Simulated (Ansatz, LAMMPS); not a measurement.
**Relaxing glassy Ga2O3 (175 atoms)**

Wanted: the relaxed structure of glassy Ga2O3 (175 atoms) and its electronic structure.

Method: Kohn-Sham DFT, PBEsol, PAW (set soft_2), plane waves, in Ansatz 0.2.0.

Measured values to set the calculation against. The optical band gap of a magnetron-sputtered, nitrogen-annealed Ga2O3 film, amorphous by X-ray diffraction but with some nanocrystallites and oxygen deficiency, was obtained from its UV-visible transmittance (“Ultra‐High Performance Amorphous Ga2O3 Photodetector Arrays for Solar‐Blind Imaging”, 2021, PMC8529488): optical gap 4.98 eV.

**1. The structure**

The cell holds 175 atoms: 70 Ga and 105 O. Its edges and angles: a = 12.947 Å, b = 12.947 Å, c = 12.947 Å, α = 90.0°, β = 90.0°, γ = 90.0°. 175 atoms (70 Fe, 105 O) placed at random at 4.28 g/cm³, melted at 4500 K for 20 ps at fixed volume with the Morse and Coulomb pair potential with partial charges (Pedone, Malavasi, Menziani, Cormack and Segre, J. Phys. Chem. B 110, 11780 (2006)). Quenched from 4500 K to 300 K at 20 K/ps and fixed volume, held 5 ps. Then Fe was replaced by Ga (the potential has no terms for the new elements, so the cell is a start for a DFT relaxation).

Before any run, some limits are plain. The quench rate of 20 K/ps is orders of magnitude faster than experiment, which tends to freeze in extra defects. The network of bonds at the start is that of the classical potential that made the cell. The Brillouin zone is sampled at Γ only, in a cell whose shortest periodic width is 13 Å.

**2. The classical run that made the cell**

A classical potential supplies the starting structure, since it reaches far longer times than DFT.

This step: classical MD, Morse and Coulomb pair potential with partial charges (Pedone, Malavasi, Menziani, Cormack and Segre, J. Phys. Chem. B 110, 11780 (2006)) (LAMMPS 22 Jul 2025 - Update 4).

File in.lmp:

```
# melt-quench of Fe70O105
units metal
atom_style charge
boundary p p p
region box block 0 12.9467 0 12.9467 0 12.9467
create_box 2 box
mass 1 55.8450   # Fe
mass 2 15.9990   # O
create_atoms 1 random 70 693324 NULL overlap 1.5 maxtry 2000
create_atoms 2 random 105 693331 NULL overlap 1.5 maxtry 2000
pair_style hybrid/overlay pedone 5.5 coul/long 8.0
pair_coeff * * coul/long
pair_coeff 1 2 pedone 0.418981 1.620376 2.382183 2   # Fe-O
pair_coeff 2 2 pedone 0.042395 1.379316 3.618701 22   # O-O
set type 1 charge 1.8
set type 2 charge -1.2
kspace_style pppm 1.0e-4
neigh_modify delay 0 every 1 check yes
thermo_style custom step time temp pe press density
thermo_modify norm yes
timestep 0.002
thermo 100
min_style cg
minimize 1e-4 1e-4 200 2000
reset_timestep 0
velocity all create 4500 693325 mom yes dist gaussian
fix lim all nve/limit 0.05
fix lan all langevin 4500 4500 0.2 693326 zero yes
thermo 500
run 1000 post no
unfix lim
unfix lan
thermo 1666
fix md all nvt temp 4500 4500 0.2
run 10000 post no
unfix md
thermo 10500
fix md all nvt temp 4500 300 0.2
run 105000 post no
unfix md
thermo 1250
fix md all nvt temp 300 300 0.2
run 2500 post no
unfix md
write_dump all custom glass.dump id type xs ys zs modify sort id
```

On the command line:

```console
> lmp -in in.lmp -log none -nocite
```

Numbers of over 12 decimals in the logs are rounded to 6 here.

The program printed:

```text
LAMMPS (22 Jul 2025 - Update 4)
Created orthogonal box = (0 0 0) to (12.9467 12.9467 12.9467)
Created 70 atoms
Created 105 atoms
PPPM initialization ...
  G vector (1/distance) = 0.38706424
  grid = 15 15 15
  estimated relative force accuracy = 4.199425e-05
   Step          Time           Temp          PotEng         Press         Density
         0   0              0              0.99284507     890018.86      4.2767062
        79   0.158          0             -13.038375     -112442.7       4.2767062
Loop time of 0.978359 s on 1 MPI rank(s) for 79 steps with 175 atoms
Minimization stats:
  Stopping criterion = energy tolerance
[... 17 lines left out ...]
[... 1 line left out ...]
Loop time of 39.4985 s on 1 MPI rank(s) for 10000 steps with 175 atoms
   Step          Time           Temp          PotEng         Press         Density
[... 12 lines left out ...]
Loop time of 302.813 s on 1 MPI rank(s) for 105000 steps with 175 atoms
   Step          Time           Temp          PotEng         Press         Density
    116000   232            315.72723     -13.164026     -132419.88      4.2767062
    116250   232.5          291.51085     -13.16229      -130937.33      4.2767062
    117500   235            320.13738     -13.16415      -127765.51      4.2767062
    118500   237            306.38844     -13.157728     -121717.65      4.2767062
Loop time of 4.91862 s on 1 MPI rank(s) for 2500 steps with 175 atoms
```

The job ended after 5.9 min (1 thread of Intel Xeon at 2.80GHz (Skylake/Cascade Lake), shared host; peak memory 0.65 GiB).

**3. Single point at the start**

The forces at the start show how far the geometry lies from a minimum of this functional.

File input.yaml:

```yaml
crystal:
  lattice:
    - [12.9467, 0.0, 0.0]
    - [0.0, 12.9467, 0.0]
    - [0.0, 0.0, 12.9467]
  atoms:
    - { symbol: Ga, position: [0.7739, 0.64484, 0.69089] }
    - { symbol: Ga, position: [0.45035, 0.76841, 0.0014] }
    - { symbol: Ga, position: [0.56908, 0.60565, 0.55389] }
    - { symbol: Ga, position: [0.97681, 0.48037, 0.64263] }
    - { symbol: Ga, position: [0.18872, 0.66396, 0.53084] }
    - { symbol: Ga, position: [0.57828, 0.48236, 0.74419] }
    - { symbol: Ga, position: [0.89161, 0.05158, 0.32528] }
    - { symbol: Ga, position: [0.45165, 0.84485, 0.53568] }
    - { symbol: Ga, position: [0.20195, 0.38276, 0.01104] }
    - { symbol: Ga, position: [0.87879, 0.44492, 0.3056] }
    - { symbol: Ga, position: [0.62909, 0.59161, 0.93717] }
    - { symbol: Ga, position: [0.01307, 0.89655, 0.49356] }
    - { symbol: Ga, position: [0.5694, 0.39306, 0.41561] }
    - { symbol: Ga, position: [0.74377, 0.36459, 0.92528] }
    - { symbol: Ga, position: [0.82828, 0.82691, 0.31976] }
    - { symbol: Ga, position: [0.41191, 0.582, 0.38099] }
    - { symbol: Ga, position: [0.38642, 0.08618, 0.38082] }
    - { symbol: Ga, position: [0.51975, 0.61298, 0.15807] }
    - { symbol: Ga, position: [0.26918, 0.87204, 0.23946] }
    - { symbol: Ga, position: [0.97633, 0.54313, 0.88597] }
    - { symbol: Ga, position: [0.66692, 0.78919, 0.13678] }
    - { symbol: Ga, position: [0.2643, 0.89384, 0.44031] }
    - { symbol: Ga, position: [0.65612, 0.00525, 0.36365] }
    - { symbol: Ga, position: [0.74338, 0.27607, 0.70021] }
    - { symbol: Ga, position: [0.17534, 0.54131, 0.75034] }
    - { symbol: Ga, position: [0.1517, 0.5003, 0.35406] }
    - { symbol: Ga, position: [0.08532, 0.8212, 0.07589] }
    - { symbol: Ga, position: [0.34146, 0.30198, 0.75473] }
    - { symbol: Ga, position: [0.85838, 0.8888, 0.70995] }
    - { symbol: Ga, position: [0.72176, 0.07872, 0.58929] }
    - { symbol: Ga, position: [0.86557, 0.9328, 0.0802] }
    - { symbol: Ga, position: [0.2193, 0.24535, 0.22591] }
    [... 137 atom lines left out ...]
    - { symbol: O, position: [0.91893, 0.18954, 0.39782] }
    - { symbol: O, position: [0.96173, 0.86749, 0.00106] }
    - { symbol: O, position: [0.24558, 0.00103, 0.33368] }
    - { symbol: O, position: [0.27176, 0.57813, 0.42523] }
    - { symbol: O, position: [0.16543, 0.96014, 0.52895] }
    - { symbol: O, position: [0.68032, 0.52602, 0.62787] }
kpoints:
  mp_grid: { grid: [1, 1, 1] }
hamiltonian:
  xc: pbesol
scf:
  occupations: { method: fermi_dirac, width: 0.025 }
output:
  forces: true
  stress: true
  populations: true
  dos:
    method: { smearing: { sigma: 0.1 } }
    de: 0.1
    projected: { site_lists: { Ga: [Ga], O: [O] } }
  eigenvalues: true
```

On the command line:

```console
> ansatz run input.yaml --threads 4 --pin off --max-ram 8192MiB --backend cpu --events-out ev --progress --plain --runs-dir out
```

The program printed:

```text
Engine: ansatz 0.2.0, x86_64-unknown-linux-gnu
Pseudopotentials: kind: paw
Pseudopotential: Ga, paw, valence charge 13, recommended cutoff 420 eV (normal), Ga.paw.azcp
Pseudopotential: O, paw, valence charge 6, recommended cutoff 420 eV (normal), O.paw.azcp
[... 3 lines on functional and potentials left out ...]
Crystal: 175 atoms, lattice volume = 2170.088 Å³
Basis set: ecut = 420 eV, 42499 PW (Γ), exchange–correlation on 180×180×180 points (8 copies of the dense FFT grid, shifted against one another)
Bands: 945, of which v1, the nominal top of the filled ones, is band 770 counted from 1 (769 counted from 0)
Symmetry: 1 space group operations
Space group: P1 (ITA 1), of the structure as read, at distance tolerance 1.3e-4 Å
k-points: 1
[... 7 lines on functional and potentials left out ...]
Initial density: superposition of atomic densities (neutral atoms: chi_scale 0, normalization atom), corrected by the library's trained network
Initial wavefunctions: pseudopotential atomic-orbital guess
Functional: x = pbesol(κ = 0.804, μ = 0.123457), c = pbesol(β = 0.046)
SCF iter   1: F=—  HF=-320937.539835 eV  |F-HF|=—  |Δ(HF+E_count)|=         —  Δρ=1.56e-2  dr2=4.25e0  ethr=1.77e-3  ⟨swp⟩=6.0  Hψ=3070  notcnv=0  defer=166
preconditioner: auto → Resta (q_TF=auto, 2.577 Å⁻¹)  ε∞=4.6  [insulator: Δε(μ)=0.344 eV  Ē_g=16.522 eV  σ=0.025 eV  W_gap=1.00  n_scr=618 (ndim 8)  ℏωp=31.3 eV  f_vac=0.130  D(μ)=0.16/eV (n_scr^D=0)  ε∞_Penn≈4.6  vacuum switching on, ρ_ref=2.0e-2 e/Å³]
SCF iter   2: F=—  HF=-320936.339890 eV  |F-HF|=—  |Δ(HF+E_count)|=    1.20e0  Δρ=2.64e-3  dr2=1.14e-1  ethr=2.76e-4  ⟨swp⟩=2.0  Hψ=1778  notcnv=0  defer=168
SCF iter   3: F=—  HF=-320936.327693 eV  |F-HF|=—  |Δ(HF+E_count)|=   1.22e-2  Δρ=1.21e-3  dr2=3.47e-2  ethr=7.43e-6  ⟨swp⟩=2.0  Hψ=1524  notcnv=0  defer=168
SCF iter   4: F=—  HF=-320936.328738 eV  |F-HF|=—  |Δ(HF+E_count)|=   1.05e-3  Δρ=9.95e-4  dr2=2.03e-2  ethr=2.26e-6  ⟨swp⟩=3.0  Hψ=1457  notcnv=0  defer=168
SCF iter   5: F=—  HF=-320936.325871 eV  |F-HF|=—  |Δ(HF+E_count)|=   2.87e-3  Δρ=2.46e-4  dr2=1.33e-3  ethr=1.32e-6  ⟨swp⟩=3.0  Hψ=1757  notcnv=0  defer=168
SCF iter   6: F=—  HF=-320936.325842 eV  |F-HF|=—  |Δ(HF+E_count)|=   2.92e-5  Δρ=1.11e-4  dr2=3.06e-4  ethr=8.62e-8  ⟨swp⟩=2.0  Hψ=1468  notcnv=0  defer=168
SCF iter   7: F=—  HF=-320936.325965 eV  |F-HF|=—  |Δ(HF+E_count)|=   1.23e-4  Δρ=5.16e-5  dr2=5.75e-5  ethr=1.99e-8  ⟨swp⟩=3.0  Hψ=1472  notcnv=0  defer=168
SCF iter   8: F=—  HF=-320936.326797 eV  |F-HF|=—  |Δ(HF+E_count)|=   8.31e-4  Δρ=1.87e-5  dr2=8.19e-6  ethr=3.73e-9  ⟨swp⟩=2.0  Hψ=1470  notcnv=0  defer=168
SCF iter   9: F=—  HF=-320936.326800 eV  |F-HF|=—  |Δ(HF+E_count)|=   3.45e-6  Δρ=7.75e-6  dr2=1.37e-6  ethr=5.32e-10  ⟨swp⟩=2.0  Hψ=1470  notcnv=0  defer=168
SCF iter  10: F=—  HF=-320936.326800 eV  |F-HF|=—  |Δ(HF+E_count)|=   2.56e-7  Δρ=5.35e-6  dr2=5.96e-7  ethr=8.92e-11  ⟨swp⟩=2.0  Hψ=1545  notcnv=0  defer=168
SCF iter  11: F=-320936.326800 eV  HF=-320936.326800 eV  |F-HF|=9.84e-9  |Δ(HF+E_count)|=   5.42e-8  Δρ=1.73e-6  dr2=5.86e-8  ethr=6.49e-12  ⟨swp⟩=15.0  Hψ=5547  notcnv=0
SCF 1 converged in 11 iterations: F = -320936.326800 eV  dr2 = 5.86e-8
  greatest PAW one-centre occupation: 0.998 electrons in one spin orbital (limit 2), on the Ga atom at site 55 (counted from 0), in its partial waves of l = 2
SCF converged after 11 iterations
Free energy (F): -320936.326800 eV
Harris-Foulkes:  -320936.326800 eV  (|F-HF|=9.84e-9)
Internal energy: -320936.326685 eV  (E = F + TS)
E sigma→0 (E₀):  -320936.326743 eV
Entropy (-TS):   -0.000115 eV (-0.001 meV/atom)
Fermi energy:    6.824790 eV
--- Per-component energies (eV) ---
  E_band       = -5251.075515
  E_kinetic    = 26253.231029
  E_local      = -224089.786309  (includes V_loc(G=0)·N_el)
  E_nonlocal   = 35418.907537
  E_hartree    = 102211.413903
  E_xc         = -12233.887303
  E_vxc        = -13635.780098  (∫ρ·V_xc dr)
  E_paw        = -153087.569768  (= ΣΔE_a)
  E_vpaw       = -33620.722437  (= ΣTr[D̂ρ^β])
  E_aug_tail   = 0.245400  (compensation charges beyond the density's cutoff)
  E_ewald      = -95472.994852
  E_core_change = 64.113678  (= ΣΔE_core)
  E_smearing   = -0.000115  (= −TS)
  E_closure    = -0.000000  (closes the sum)
  Σ components = -320936.326800   (vs F -320936.326800, Δ=0.00e0)
--- Forces (eV/Å), atoms counted from 1 ---
  atom   1  Ga     0.71410324    -0.01745345     0.82580635
  atom   2  Ga    -0.21248848    -0.06620573    -0.82448554
  atom   3  Ga     0.24005695     0.06279768     0.05204909
  atom   4  Ga    -0.00959487    -1.24718600     0.75358713
  atom   5  Ga     0.62286661     0.37612769    -0.34792624
  atom   6  Ga    -0.18859597     0.62561187     1.13096386
  atom   7  Ga    -0.17482009    -0.17672182    -0.49831994
  atom   8  Ga     0.05179511    -0.86565741    -0.57726831
  atom   9  Ga     0.46854851    -0.30349303    -0.36476197
  atom  10  Ga     1.04649377    -0.90231693    -0.38287879
  atom  11  Ga    -0.94802833     0.08547239    -0.26834699
  atom  12  Ga     0.39184714    -0.22250803     0.96082203
  atom  13  Ga     0.01194723    -0.61137208     0.22087184
  atom  14  Ga     0.90873617    -0.24885552     0.51796174
[...]
atom 174  O     -0.68613893     0.28072223    -0.41098009
  atom 175  O     -0.45991762     1.18646140     1.35991005
  max |Σ_I F_I| component: 1.81e-4 eV/Å
--- Stress (GPa, compression-positive) ---
      -11.891025       0.007716      -0.338789
        0.007716     -13.089762      -0.893482
       -0.338789      -0.893482     -12.797609
  P = ⅓ Tr σ = -12.5928 GPa (-125.928 kbar)
--- Band table (eV) ---
  k-point 0: bands = ["-12.9450", "-12.8019", "-12.6809", "-12.6400", [... 929 levels ...], "15.9961", "16.0080", "16.0287", "16.0674", "16.0996", "16.1166", "16.1347", "16.1555", "16.2188", "16.2225", "16.2431", "16.2728"]
--- Löwdin populations: 175 sites ---
  site symbol       q [e]
     0     Ga     12.0348
     1     Ga     11.9893
     2     Ga     12.0533
[...]
174      O      6.5871
  spilling = 0.003196 (of n_electrons = 1540.000000)
```

It took 42 s on 4 threads of AMD EPYC 9R45, shared host; peak memory 4.5 GiB; 2.7 min of CPU time.

The run gave:

```yaml
free_energy: -320936.3268 eV
free_energy_per_atom: -1833.9219 eV/atom
scf_cycles: 11
pressure: -12.59 GPa
r_m_s_force_component: 0.6659 eV/Å
longest_force: 3.433 eV/Å
fermi_energy: 6.825 eV
spacing_of_highest_filled_and_lowest_empty_level: 0.4538 eV
spilling_of_the_projection: 0.003196
```

The r.m.s. force component of 0.67 eV/Å and the pressure of -13 GPa set the starting point.

Neighbours are counted within 2.50 Å (O-Ga).

Length of the force by element and coordination:

```
element  coordination  atoms  mean length of the force (eV/Å)  spread  least   most
     Ga           all     70                             1.23   0.531  0.228   3.02
     Ga             4      6                              1.8   0.527  0.854   2.61
     Ga             5     29                             1.32   0.482  0.667   3.02
     Ga             6     35                             1.06   0.480  0.228   2.23
      O           all    105                            0.902   0.460  0.185   3.43
      O             2      2                            0.498   0.109  0.389  0.607
      O             3     38                             1.01   0.582  0.347   3.43
      O             4     64                            0.855    0.36  0.185   1.86
      O             5      1                            0.552       0  0.552  0.552
```

(Continued in part 2 of 3.)

[Logs are printed without paths, hosts, clocks, repeated set-up lines and the standing remarks that a program may print on its own settings, such as how far it seeks lower states.]

[Hosts, paths, dates, database ids (printed as entryN), source tags and the programs' standing remarks are cut or masked in the printed files.]
